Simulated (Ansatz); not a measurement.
# Starting-point dependence of the GW gap of SiO2 (P6_322)

One-shot GW is not self-consistent; how far does the start matter for SiO2 (P6_322)?

Main program and level: Ansatz 0.2.0; G0W0 on several functionals, plane waves, PAW.

In doubt: masses and optical values from hybrid runs of this build are listed as unsure (step 3), which bears on the screening that GW takes from such a start.

### Step 1. The starting structure

It takes space group P6_322 (No. 182, hexagonal). The conventional cell has a = 5.069 Å, b = 5.069 Å, c = 8.558 Å, α = 90.00°, β = 90.00°, γ = 120.00°. Nearest to Si lie 4 O at 1.60 to 1.61 Å. O has 2 Si at 1.61 Å nearest. Nearest to O lie 2 Si at 1.60 Å. Farther neighbours and most contacts between anions are not listed.

The cell and positions are those that the Materials Project relaxed with its own functionals (PBE, PBE+U or r2SCAN), kept fixed.

### Step 2. G0W0 on LDA

Now the one-shot GW correction: screening in the RPA, then the self-energy of the levels asked for. This step takes PAW set soft_1 files.

This step: G0W0 on LDA, plane waves, PAW; PAW set soft_1.

Input file input.yaml:

```yaml
crystal:
  lattice:
    - [5.0690738885, 0.0, 0.0]
    - [-2.5345369442, 4.3899467611, 0.0]
    - [0.0, 0.0, 8.55848854]
  atoms:
    - { symbol: Si, position: [0.66666667, 0.33333333, 0.9371258] }
    - { symbol: Si, position: [0.66666667, 0.33333333, 0.5628742] }
    - { symbol: Si, position: [0.33333333, 0.66666667, 0.0628742] }
    - { symbol: Si, position: [0.33333333, 0.66666667, 0.4371258] }
    - { symbol: O, position: [0.0, 0.42125874, 0.0] }
    - { symbol: O, position: [0.42125874, 0.42125874, 0.5] }
    - { symbol: O, position: [0.57874126, 0.0, 0.5] }
    - { symbol: O, position: [0.57874126, 0.57874126, 0.0] }
    - { symbol: O, position: [0.0, 0.57874126, 0.5] }
    - { symbol: O, position: [0.66666667, 0.33333333, 0.75] }
    - { symbol: O, position: [0.33333333, 0.66666667, 0.25] }
    - { symbol: O, position: [0.42125874, 0.0, 0.0] }
kpoints:
  mp_grid: { grid: [6, 6, 2] }
hamiltonian:
  xc: lda
  pseudopotentials: { kind: paw, azcp: { folder: soft_1 }, xc_functional: pbe }
scf:
  occupations: { method: fixed }
gw:
  n_empty_bands: 432
  ecut_chi: 100
  qp_bands: [v4, c4]
  qp_kpoints: band_edges
  screening: { model: contour_deformation }
```

On the command line:

```
ansatz run input.yaml --threads 2 --pin off --max-ram 92160MiB --backend cuda --events-out ev --progress --plain --runs-dir out --devices 1 --max-vram 13GiB
```

Numbers of over 12 decimals in the logs are rounded to 6 here.

The log of the run:

```text
GPUs: using 1 of 1 available (devices: 1).
Engine: ansatz 0.2.0, x86_64-unknown-linux-gnu
Pseudopotentials: kind: paw
Pseudopotential: Si, paw, valence charge 4, recommended cutoff 420 eV (normal), soft_1/Si.paw.azcp
Pseudopotential: O, paw, valence charge 6, recommended cutoff 420 eV (normal), soft_1/O.paw.azcp
Functional definition: SPW92
  exchange = slater_x
  correlation = pw_c
device memory: the entry about to start is reckoned to put 2.0 GiB on a device that reports 56.2 GiB free (of which the cap on the GPU budget leaves the run 13.0 GiB)
GPU FFT provider: cuFFT
GPU libraries: cuBLAS 13.8.2, cuFFT 12.4.0, cuSOLVER 12.3.4
Crystal: 12 atoms, lattice volume = 190.452 Å³
Basis set: ecut = 420 eV, 3755 PW (Γ)
Bands: 44, of which v1, the nominal top of the filled ones, is band 32 counted from 1 (31 counted from 0)
Symmetry: 12 space group operations
Space group: P6322 (ITA 182), of the structure as read, at distance tolerance 5.8e-5 Å
k-points: 14 of 72
Non-local potential: Si, projectors of the file, l = 0: 2, l = 1: 2, l = 2: 1
Non-local potential: O, projectors of the file, l = 0: 2, l = 1: 2, l = 2: 1
PAW form: soft (Blöchl's): semilocal exchange-correlation on the pseudo side does not see the compensation charge
PAW frozen core: Si, regenerated for the run's functional, and the local potential with it (the file was generated under x = pbe(κ = 0.804, μ = 0.219515), c = pbe(β = 0.066725))
PAW frozen core: O, regenerated for the run's functional, and the local potential with it (the file was generated under x = pbe(κ = 0.804, μ = 0.219515), c = pbe(β = 0.066725))
PAW one-centre angular grid: Si, 110 points (default); XC on 64 Gauss nodes
PAW one-centre angular grid: O, 110 points (default); XC on 64 Gauss nodes
Initial density: superposition of atomic densities (chi_scale 0.1, normalization cell, long waves kept (reshape's long-wave potential 0.01 eV rms))
Initial wavefunctions: pseudopotential atomic-orbital guess
GPU buffer pool allocated for 77760 grid points (all kernels)
GPU transforms: local potential and band sums: pruned to the plane-wave sphere, on 36×36×60
Functional: x = slater, c = lda
SCF iter   1: F=—  HF=-6897.588210 eV  |F-HF|=—  |Δ(HF+E_count)|=         —  Δρ=1.15e-1  dr2=2.28e1  ethr=3.10e-3  ⟨swp⟩=4.9  Hψ=2472  notcnv=0  defer=121
preconditioner: auto → Resta (q_TF=auto, 2.275 Å⁻¹)  ε∞=2.5  [insulator: Δε(μ)=7.275 eV  Ē_g=17.842 eV  n_scr=36 (ndim 8)  ℏωp=21.5 eV  f_vac=0.184  ε∞_Penn≈2.5]
SCF iter   2: F=—  HF=-6891.077030 eV  |F-HF|=—  |Δ(HF+E_count)|=    6.51e0  Δρ=4.00e-2  dr2=1.23e0  ethr=3.10e-3  ⟨swp⟩=3.9  Hψ=1673  notcnv=0  defer=126
SCF iter   3: F=—  HF=-6890.795155 eV  |F-HF|=—  |Δ(HF+E_count)|=   2.82e-1  Δρ=1.80e-2  dr2=3.79e-1  ethr=1.91e-3  ⟨swp⟩=2.8  Hψ=830  notcnv=0  defer=136
SCF iter   4: F=—  HF=-6890.707145 eV  |F-HF|=—  |Δ(HF+E_count)|=   8.80e-2  Δρ=1.42e-3  dr2=4.35e-3  ethr=5.93e-4  ⟨swp⟩=3.1  Hψ=1031  notcnv=0  defer=140
SCF iter   5: F=—  HF=-6890.711148 eV  |F-HF|=—  |Δ(HF+E_count)|=   4.00e-3  Δρ=3.77e-4  dr2=2.69e-4  ethr=6.80e-6  ⟨swp⟩=2.9  Hψ=1010  notcnv=0  defer=140
SCF iter   6: F=—  HF=-6890.711330 eV  |F-HF|=—  |Δ(HF+E_count)|=   1.82e-4  Δρ=1.52e-4  dr2=3.58e-5  ethr=4.21e-7  ⟨swp⟩=2.0  Hψ=955  notcnv=0  defer=140
SCF iter   7: F=—  HF=-6890.711345 eV  |F-HF|=—  |Δ(HF+E_count)|=   1.56e-5  Δρ=1.19e-4  dr2=1.87e-5  ethr=5.59e-8  ⟨swp⟩=2.0  Hψ=997  notcnv=0  defer=138
SCF iter   8: F=—  HF=-6890.711344 eV  |F-HF|=—  |Δ(HF+E_count)|=   8.83e-7  Δρ=3.92e-5  dr2=2.14e-6  ethr=2.92e-8  ⟨swp⟩=2.0  Hψ=845  notcnv=0  defer=139
SCF iter   9: F=-6890.711345 eV  HF=-6890.711345 eV  |F-HF|=2.07e-8  |Δ(HF+E_count)|=   2.27e-7  Δρ=7.71e-6  dr2=7.75e-8  ethr=1.56e-10  ⟨swp⟩=13.6  Hψ=3825  notcnv=0
SCF 1 converged in 9 iterations: F = -6890.711345 eV  dr2 = 7.75e-8
  greatest PAW one-centre occupation: 0.854 electrons in one spin orbital (limit 2), on the O atom at site 11 (counted from 0), in its partial waves of l = 0
device memory: the entry about to start is reckoned to put 2.5 GiB (of the 2.5 GiB reckoned in all, the device holds 0.1 GiB already) on a device that reports 56.2 GiB free (of which the cap on the GPU budget leaves the run 13.0 GiB)
NSCF: frozen V_eff on 14 k-points
the band table was solved once the SCF had ended and its energy, with any forces and stress, was formed, with the checks that follow a solve (2882 applications of the Hamiltonian). They found nothing against the state; the energy, forces and stress were not computed again (output.eigenvalues in the input reference)
device memory: the entry about to start is reckoned to put 4.7 GiB on a device that reports 54.9 GiB free (of which the cap on the GPU budget leaves the run 13.0 GiB)
NSCF: frozen V_eff on 14 k-points
G₀W₀ screening: q 1/14
[... further progress lines ...]
SCF converged after 9 iterations
Free energy (F): -6890.711345 eV
Harris-Foulkes:  -6890.711345 eV  (|F-HF|=2.07e-8)
Internal energy: -6890.711345 eV  (E = F + TS)
E sigma→0 (E₀):  -6890.711345 eV
Fermi energy:    0.248345 eV
--- Per-component energies (eV) ---
  E_band       = -426.595248
  E_kinetic    = 1547.051635
  E_local      = -4951.797787  (includes V_loc(G=0)·N_el)
  E_nonlocal   = 529.131622
  E_hartree    = 1873.212486
  E_xc         = -789.203336
  E_vxc        = -919.349732  (∫ρ·V_xc dr)
  E_paw        = -3165.682092  (= ΣΔE_a)
  E_vpaw       = -378.060421  (= ΣTr[D̂ρ^β])
  E_aug_tail   = 0.006858  (compensation charges beyond the density's cutoff)
  E_ewald      = -1934.543426
  E_core_change = 1.112695  (= ΣΔE_core)
  E_smearing   = -0.000000  (= −TS)
  E_closure    = 0.000000  (closes the sum)
  Σ components = -6890.711345   (vs F -6890.711345, Δ=0.00e0)
--- Band table (eV; the first three rows and the last of 14) ---
  k-point 0: bands = [... 28 lower, -0.4299, -0.3819, 0.2314, 0.2314, 5.6608, 7.9413, 8.3151, 8.9010, ... 8 higher]
  k-point 1: bands = [... 28 lower, -0.3616, -0.3616, 0.0666, 0.0666, 6.4454, 6.4454, 9.2834, 9.2834, ... 8 higher]
  k-point 2: bands = [... 28 lower, -0.4262, -0.3228, 0.0914, 0.2220, 6.0164, 8.2992, 8.4367, 8.9804, ... 8 higher]
  k-point 13: bands = [... 28 lower, -0.4403, -0.4403, -0.2932, -0.2932, 8.7051, 8.7051, 8.8904, 8.8904, ... 8 higher]
--- G₀W₀: contour deformation, 5 samples at zero and on the imaginary axis and 2 off it, 72 q-points, 432 empty bands' worth ---
  eigenvalues of the whole cell's RPA ε∞ on this k-mesh (on a slab, of 1 + 4πα/V) = 2.1030, 2.1030, 2.1161; static W/v taken at q = 0 is 0.473931
  bands read: the sum over 464 bands ends inside a degenerate multiplet in 2 slots, whose members it reads at an even weight; the widest, k=0: bands 464 to 465 (counted from 1) at 1/2 each
  gw.qp_kpoints: band_edges: 14 of 14 stored k-points solved, in 1 pass; an edge of the gap read off the rows below is read off those points alone
    ik  band        ε_KS         Σx   Σc(E_QP)       V_xc       Z   E_QP_lin       E_QP  E_QP is
     0    29     -0.4299   -26.2481     4.1906   -20.3700  0.8068    -2.1429    -2.1174  root
     0    30     -0.3819   -26.3217     4.1962   -20.4469  0.8069    -2.0856    -2.0605  root
     0    31      0.2314   -26.8413     4.1658   -21.0998  0.8081    -1.3650    -1.3441  root
     0    32      0.2314   -26.8413     4.1658   -21.0998  0.8081    -1.3650    -1.3441  root
     0    33      5.6608    -5.6090    -2.9507    -9.9533  0.8810     7.0645     7.0544  root
     0    34      7.9413    -7.9877    -3.6010   -13.5140  0.8614     9.8903     9.8665  root
     0    35      8.3151    -4.6300    -2.6719    -8.7073  0.8785     9.7323     9.7205  root
     0    36      8.9010    -6.1533    -3.8120   -11.9806  0.8644    10.9429    10.9162  root
     1    29     -0.3616   -26.2948     4.1883   -20.4497  0.8066    -2.0429    -2.0184  root
     1    30     -0.3616   -26.2948     4.1883   -20.4497  0.8066    -2.0429    -2.0184  root
     1    31      0.0666   -26.6086     4.1475   -20.8646  0.8080    -1.5516    -1.5298  root
     1    32      0.0666   -26.6086     4.1475   -20.8646  0.8080    -1.5516    -1.5298  root
     1    33      6.4454    -5.9769    -2.9635   -10.4218  0.8769     7.9388     7.9268  root
     1    34      6.4454    -5.9769    -2.9635   -10.4218  0.8769     7.9388     7.9268  root
     1    35      9.2834    -6.3610    -3.9427   -12.4383  0.8596    11.4493    11.4180  root
     1    36      9.2834    -6.3610    -3.9427   -12.4383  0.8596    11.4493    11.4180  root
     2    29     -0.4262   -26.3047     4.1892   -20.4438  0.8070    -2.1228    -2.0979  root
     2    30     -0.3228   -26.3613     4.1933   -20.5083  0.8073    -2.0067    -1.9824  root
     2    31      0.0914   -26.6526     4.1571   -20.8974  0.8080    -1.5286    -1.5068  root
     2    32      0.2220   -26.8319     4.1659   -21.0887  0.8081    -1.3761    -1.3552  root
     2    33      6.0164    -5.7851    -2.9395   -10.1536  0.8791     7.4561     7.4453  root
     2    34      8.2992    -8.2283    -3.6103   -13.8150  0.8587    10.3014    10.2755  root
     2    35      8.4367    -4.5849    -2.6968    -8.6964  0.8783     9.8635     9.8515  root
     2    36      8.9804    -6.5410    -3.7785   -12.3641  0.8632    11.0526    11.0250  root
[...]
13    29     -0.4403   -26.2715     4.1757   -20.4337  0.8069    -2.1271    -2.1024  root
    13    30     -0.4403   -26.2715     4.1757   -20.4337  0.8069    -2.1271    -2.1024  root
    13    31     -0.2932   -26.3011     4.1962   -20.4434  0.8066    -1.9794    -1.9547  root
    13    32     -0.2932   -26.3011     4.1962   -20.4434  0.8066    -1.9794    -1.9547  root
    13    33      8.7051    -8.7305    -3.8112   -14.6969  0.8540    10.8923    10.8603  root
    13    34      8.7051    -8.7305    -3.8112   -14.6969  0.8540    10.8923    10.8603  root
    13    35      8.8904    -4.1503    -2.7515    -8.2987  0.8794    10.2991    10.2872  root
    13    36      8.8904    -4.1503    -2.7515    -8.2987  0.8794    10.2991    10.2872  root
```

It took 60 s on 1 × NVIDIA H100 80GB HBM3 (shared by 6 runs) with 2 threads of AMD EPYC 7R13 (Zen 3), shared host; peak memory 2 GiB.

Numbers from this step:

| Quantity | Value |
| --- | --- |
| bands summed | 464 |
| RPA ε∞ on this mesh (eigenvalues) | 2.103, 2.103, 2.116 |
| plane waves in the screening matrix | 403 |
| q-points in the mesh | 72 |
| G0W0 gap on the mesh | 8.377 eV |
| k of the valence top | 0, -0.5, 0 |
| k of the conduction bottom | 0, 0, 0 |
| starting gap on the mesh | 5.412 eV |
| Z at the valence top | 0.8081 |
| Z at the conduction bottom | 0.8810 |
| least direct G0W0 gap on the computed points | 8.399 eV |

The gap on the mesh goes from 5.41 eV to 8.38 eV, a correction of +2.96 eV. Between the two edge states, bare exchange in place of the xc potential would open the gap by 10.08 eV, and correlation takes back 7.12 eV.

### Step 3. G0W0 on HSE06

One-shot GW remembers its start. Another functional's orbitals and levels show by how much.

This step: G0W0 on HSE06, plane waves, PAW; PAW set soft_1.

Edit input.yaml of step 2 so:

```diff
@@ -21,4 +21,4 @@
 hamiltonian:
-  xc: lda
-  pseudopotentials: { kind: paw, azcp: { folder: soft_1 }, xc_functional: pbe }
+  xc: hse06
+  pseudopotentials: { kind: paw, azcp: { folder: soft_1 } }
 scf:
```

The log of the run:

```text
GPUs: using 1 of 1 available (devices: 1).
[...]
davidson cushion auto → on  (no smearing: the cushion is to keep the highest requested band from converging to the state above it; pin scf.eigensolver.cushion to override)
[...]
GPU FFT provider: cuFFT
GPU libraries: cuBLAS 13.8.2, cuFFT 12.4.0, cuSOLVER 12.3.4
Crystal: 12 atoms, lattice volume = 190.452 Å³
Basis set: ecut = 420 eV, 3755 PW (Γ)
Bands: 44, of which v1, the nominal top of the filled ones, is band 32 counted from 1 (31 counted from 0)
Symmetry: 12 space group operations
[...]
k-points: 14 of 72
[...]
GPU buffer pool allocated for 77760 grid points (all kernels)
[...]
SCF iter   1: F=—  HF=-7103.647997 eV  |F-HF|=—  |Δ(HF+E_count)|=         —  Δρ=1.24e-1  dr2=2.63e1  ethr=1.00e-1  ⟨swp⟩=5.2  Hψ=2311  notcnv=0
[...]
SCF iter   5: F=-7096.342219 eV  HF=-7096.343400 eV  |F-HF|=1.18e-3  |Δ(HF+E_count)|=   7.15e-4  Δρ=9.99e-4  dr2=1.97e-3  ethr=1.12e-5  ⟨swp⟩=4.0  Hψ=1921  notcnv=0
SCF 1 stopped early in 5 iterations: F = -7096.342219 eV  dr2 = 1.97e-3
[...]
GPU FFT provider: cuFFT
GPU libraries: cuBLAS 13.8.2, cuFFT 12.4.0, cuSOLVER 12.3.4
[...]
GPU buffer pool allocated for 77760 grid points (all kernels)
[...]
Frozen-core exchange: fock
[...]
Internal energy: -7097.773913 eV  (E = F + TS)
E sigma→0 (E₀):  -7097.773913 eV
Fermi energy:    -0.744691 eV
[...]
--- Band table (eV; the first three rows and the last of 14) ---
  k-point 0: bands = [... 28 lower, -1.4545, -1.4042, -0.7618, -0.7618, 6.6023, 9.0803, 9.2563, 10.1073, ... 4 higher]
  k-point 1: bands = [... 28 lower, -1.3766, -1.3766, -0.9267, -0.9267, 7.4083, 7.4083, 10.5409, 10.5409, ... 4 higher]
  k-point 2: bands = [... 28 lower, -1.4450, -1.3364, -0.9044, -0.7715, 6.9638, 9.3820, 9.4537, 10.1893, ... 4 higher]
  k-point 13: bands = [... 28 lower, -1.4531, -1.4531, -1.3106, -1.3106, 9.8296, 9.8296, 9.9187, 9.9187, ... 4 higher]
  guard bands above this table: 4 of the run's 44 bands. The solve was not asked for them (output.publish_guard_bands: true or output.eigenvalues: true publishes all)
[...]
0    29     -1.4545   -26.4286     3.6837   -21.7314  0.8386    -2.4742    -2.4681  root
     0    30     -1.4042   -26.4800     3.6862   -21.7875  0.8388    -2.4165    -2.4105  root
     0    31     -0.7618   -26.9181     3.6700   -22.3285  0.8397    -1.6862    -1.6814  root
     0    32     -0.7618   -26.9181     3.6700   -22.3285  0.8397    -1.6862    -1.6814  root
     0    33      6.6023    -4.9821    -2.6159    -8.4390  0.9044     7.4457     7.4432  root
     0    34      9.0803    -7.2833    -3.1603   -11.7337  0.8881    10.3772    10.3703  root
     0    35      9.2563    -3.9488    -2.3260    -7.0563  0.9043    10.0402    10.0379  root
     0    36     10.1073    -5.6965    -3.3271   -10.3175  0.8899    11.4083    11.4012  root
[...]
13    33      9.8296    -3.5064    -2.3755    -6.6447  0.9052    10.5946    10.5924  root
    13    34      9.8296    -3.5064    -2.3755    -6.6447  0.9052    10.5946    10.5924  root
    13    35      9.9187    -7.9593    -3.3173   -12.7491  0.8822    11.4008    11.3912  root
    13    36      9.9187    -7.9593    -3.3173   -12.7491  0.8822    11.4008    11.3912  root
[key lines of the parts left out:]
Free energy (F): -7097.773913 eV
```

The job ended after 90 s (1 × NVIDIA H100 80GB HBM3 (shared by 6 runs) with 2 threads; peak memory 2.6 GiB).

Numbers from this step:

| Quantity | Value |
| --- | --- |
| bands summed | 464 |
| RPA ε∞ on this mesh (eigenvalues) | 1.875, 1.875, 1.883 |
| plane waves in the screening matrix | 403 |
| q-points in the mesh | 72 |
| G0W0 gap on the mesh | 9.102 eV |
| k of the valence top | 0, -0.5, 0 |
| k of the conduction bottom | 0, 0, 0 |
| starting gap on the mesh | 7.347 eV |
| Z at the valence top | 0.8397 |
| Z at the conduction bottom | 0.9044 |
| least direct G0W0 gap on the computed points | 9.125 eV |

Against the run with 6×6×2 mesh, 432 empty bands, screening to 100 eV, PAW set soft_1 files on LDA, the gap moves by +0.73 eV, while the start moved by +1.93 eV.

(Continued in part 2 of 2.)

[Paths, hosts, dates, memory and timing lines, banners, echoed tables and standing remarks are left out of the program output.]

[Logs are printed without paths, hosts, clocks, repeated set-up lines and the standing remarks that a program may print on its own settings, such as how far it seeks lower states.]

[Runs of the session that timed out or met a known fault of the program may be left out.]

[Cells called generated may have been cut or substituted from an entry of the Crystallography Open Database or the Materials Project.]

[Hosts, paths, dates, database ids (printed as entryN), source tags and the programs' standing remarks are cut or masked in the printed files.]
